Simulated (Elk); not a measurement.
# Polar Kerr effect of Fe, part 2 of 2

How strongly does Fe turn reflected light?

Elk 11.2.3 (patched build); PBE; all-electron APW+lo, Dirac cores, scalar-relativistic bands with second-variational spin-orbit coupling.

So far. Step 2 (Ground state with spin–orbit coupling): After 18 cycles the largest moment stands at 2.34 μB.

The database entry behind the starting cell differs from later determinations by our own check (an axis about 0.7 % long against later determinations), so it need not match the best structure at ambient conditions.

### Step 4. Optics with a broadening of 0.20 eV (continued)

Intraband term left out, so in a metal the low energies lack the Drude part. Table of optical conductivity by photon energy:

| photon energy (eV) | Re sigma xx (S/cm) | Im sigma xx (S/cm) | Re sigma xy (S/cm) | Im sigma xy (S/cm) | Re sigma zz (S/cm) | Im sigma zz (S/cm) |
| --- | --- | --- | --- | --- | --- | --- |
| 0.00 | 3252 | 0 | -580 | 0 | 3325 | 0 |
| 0.25 | 2859 | -339 | -383 | -169 | 2919 | -300 |
| 0.50 | 3183 | -1236 | -342 | -150 | 3212 | -1195 |
| 0.75 | 3815 | -1479 | -313 | -215 | 3826 | -1441 |
| 1.00 | 4434 | -1577 | -256 | -249 | 4431 | -1547 |
| 1.25 | 4758 | -1212 | -184 | -271 | 4763 | -1198 |
| 1.50 | 5011 | -1427 | -154 | -253 | 5012 | -1411 |
| 1.75 | 5392 | -1359 | -113 | -269 | 5396 | -1345 |
| 2.00 | 5847 | -1629 | -96.4 | -268 | 5849 | -1612 |
| 2.25 | 6940 | -1228 | -24.8 | -312 | 6935 | -1215 |
| 2.50 | 7695 | -589 | 57.1 | -263 | 7692 | -576 |
| 2.75 | 8103 | 653 | 75.8 | -216 | 8095 | 663 |
| 3.00 | 8174 | 1775 | 94.3 | -175 | 8160 | 1772 |
| 3.25 | 7836 | 3357 | 110 | -146 | 7844 | 3350 |
| 3.50 | 6303 | 4442 | 109 | -84.3 | 6314 | 4448 |
| 3.75 | 4787 | 4301 | 70.0 | -65.7 | 4790 | 4309 |
| 4.00 | 3930 | 3722 | 54.9 | -60.6 | 3931 | 3728 |
| 4.25 | 3552 | 3083 | 43.7 | -71.9 | 3551 | 3089 |
| 4.50 | 3479 | 2685 | 44.8 | -69.4 | 3482 | 2690 |
| 4.75 | 3452 | 2546 | 53.6 | -77.3 | 3453 | 2551 |
| 5.00 | 3365 | 2296 | 60.2 | -70.4 | 3366 | 2300 |
| 5.25 | 3203 | 2240 | 72.0 | -63.1 | 3205 | 2244 |
| 5.50 | 3080 | 1920 | 79.6 | -57.8 | 3081 | 1925 |
| 5.75 | 3024 | 1601 | 100 | -41.3 | 3024 | 1605 |
| 6.00 | 3386 | 901 | 110 | 0.423 | 3388 | 904 |
| 6.25 | 4637 | 1276 | 82.4 | 36.5 | 4637 | 1280 |
| 6.50 | 4547 | 2465 | 46.1 | 53.3 | 4548 | 2470 |
| 6.75 | 3769 | 2874 | 11.5 | 41.8 | 3768 | 2878 |
| 7.00 | 3175 | 2796 | 1.72 | 23.8 | 3176 | 2799 |
| 7.25 | 2906 | 2618 | -4.06 | 17.7 | 2906 | 2621 |
| 7.50 | 2481 | 2462 | -11.4 | 5.11 | 2482 | 2466 |
| 7.75 | 2282 | 2003 | -10.2 | -2.61 | 2282 | 2006 |
| 8.00 | 2215 | 1613 | -10.7 | -7.43 | 2216 | 1616 |

### Step 5. Optics with a broadening of 0.30 eV

The broadening stands for the lifetime of the excited states; it lowers and widens the peaks.

The input, elk.in:

```
tasks
  121
  122

xctype
  20

rgkmax
  7.0

nempty
  14

swidth
  0.011

reducebf
  0.5

epsengy
  1e-05

maxscl
  100

lmaxi
  3

lmaxapw
  12

lmaxo
  8

nrmtscf
  1.5

spinpol
  .true.

spinorb
  .true.

cmagz
  .true.

intraband
  .false.

sppath
  './'

avec
  -4.30123669641 1.15251289926 1.57436189858
  1.15251289926 -4.30123669641 1.57436189858
  3.14872379715 3.14872379715 1.57436189858

atoms
  1
  'Fe.in'
  1
  0.0000000000 0.0000000000 0.0000000000   0.000000 0.000000 -0.000140

ngridk
  19 19 19

wplot
  240 100 0
  0.00000 0.30000

optcomp
  1 1
  1 2
  3 3
```

Command:

```sh
$ OMP_NUM_THREADS=2 elk
```

The program printed:

```text
┌─────────────────────────────────┐
│ Elk code version 11.2.3 started │
└─────────────────────────────────┘

Info(readinput): the functional depends on the density's gradient
 twice the muffin-tin radial points are taken where nrmtscf is not given

┌────────────────────┐
│ Current task : 121 │
└────────────────────┘

Info(checkmt): changed muffin-tin radius of species 1 (Fe) from   2.4000 to   2.3365

Info(dielectric):
 dielectric tensor written to EPSILON_ij.OUT
 optical conductivity written to SIGMA_ij.OUT
 for components
  i = 1, j = 1
  i = 1, j = 2
  i = 3, j = 3

┌────────────────────┐
│ Current task : 122 │
└────────────────────┘

Warning(chksvso): spin-orbit splittings by the second variation are low [figures from our tests cut]: local-orbitals by j (lorbdm 7 and 8, zora) mend levels alone

Info(dielectric):
 dielectric tensor written to EPSILON_ij.OUT
 optical conductivity written to SIGMA_ij.OUT
 for components
  i = 1, j = 1
  i = 1, j = 2

Info(moke):
 complex Kerr angle in degrees written to KERR.OUT

┌──────────────────┐
│ Elk code stopped │
└──────────────────┘
```

Run time: 90 s. Hardware: 2 threads of Intel Xeon at 2.70GHz, shared host; peak memory 0.06 GiB.

Intraband term left out, so in a metal the low energies lack the Drude part. The polar Kerr angle by photon energy; values in degrees:

| photon energy (eV) | rotation | ellipticity |
| --- | --- | --- |
| 0.0 | 0 | 0 |
| 0.5 | 0.804 | 0.0618 |
| 1.0 | 0.645 | 0.296 |
| 1.5 | 0.507 | 0.365 |
| 2.0 | 0.373 | 0.397 |
| 2.5 | 0.220 | 0.351 |
| 3.0 | 0.190 | 0.247 |
| 3.5 | 0.199 | 0.183 |
| 4.0 | 0.268 | 0.130 |
| 4.5 | 0.370 | 0.186 |
| 5.0 | 0.409 | 0.338 |
| 5.5 | 0.337 | 0.576 |
| 6.0 | -0.239 | 0.639 |
| 6.5 | -0.235 | 0.206 |
| 7.0 | -0.142 | 0.0585 |
| 7.5 | -0.0573 | -0.0600 |
| 8.0 | 0.115 | -0.103 |

### Step 6. An attempt with other settings

A slip in the input shows what the program catches and what it lets pass.

The input, elk.in:

```
tasks
  0

xctype
  77

rgkmax
  7.0

nempty
  14

swidth
  0.003

reducebf
  0.5

epsengy
  1e-05

maxscl
  75

lmaxi
  3

lmaxapw
  12

lmaxo
  8

nrmtscf
  1.5

spinpol
  .true.

spinorb
  .true.

cmagz
  .true.

sppath
  './'

avec
  -4.30123669641 1.15251289926 1.57436189858
  1.15251289926 -4.30123669641 1.57436189858
  3.14872379715 3.14872379715 1.57436189858

atoms
  1
  'Fe.in'
  1
  0.0000000000 0.0000000000 0.0000000000   0.000000 0.000000 -0.140000

ngridk
  12 12 12
```

Command:

```sh
$ OMP_NUM_THREADS=2 elk
```

The program printed:

```text
┌─────────────────────────────────┐
│ Elk code version 11.2.3 started │
└─────────────────────────────────┘

Error(getxcdata): xctype not defined : 77
```

It took 0.02 s on 2 threads; peak memory 0.05 GiB; 0.02 s of CPU time.

The input was rejected at the start.

The program's message: “Error(getxcdata): xctype not defined : 77”

The fault put into the input: an unknown functional.

The functional must be one that the program lists.

### Step 7. The strongest peak

The largest local extreme of the rotation above 1.5 eV, for majority spin along +z:

| broadening (eV) | energy (eV) | rotation (°) | ellipticity (°) | rotation at 1.96 eV (°) |
| --- | --- | --- | --- | --- |
| 0.20 | 6.05 | -0.486 | 0.603 | 0.373 |
| 0.30 | 4.86 | 0.413 | 0.292 | 0.384 |

### Step 8. Outcome

```json
{
 "net spin moment": "2.28 μB a cell",
 "strongest peak above 1.5 eV": "-0.49° at 6.1 eV",
 "rotation at 1.96 eV": "0.37°"
}
```

In words: Above 1.5 eV the rotation peaks at 6.05 eV, with -0.49° for majority spin along +z at a broadening of 0.20 eV. The run's majority spin points along +z; the magnetisation points the other way, and the angle changes sign with it. The intraband (Drude) term is left out, which matters in a metal: most under about 1.5 eV, and higher wherever the diagonal response is small. Between 0.3 and 1.5 eV the same spectrum reaches a larger 0.93° at 0.34 eV, where it is less sure. Which peak is strongest changes with the broadening. These are independent-particle spectra on a 19×19×19 mesh, not shown converged.

[Logs and program files are shortened in this print: banners, set-up blocks, solver, clock and traceback lines can be left out without a mark of their own.]

[Logs are printed without paths, hosts, clocks, repeated set-up lines and the standing remarks that a program may print on its own settings, such as how far it seeks lower states.]

[Hosts, paths, dates, database ids (printed as entryN), source tags and the programs' standing remarks are cut or masked in the printed files.]

[Where a cell is said to come from a database of computed structures, the database is the Materials Project.]
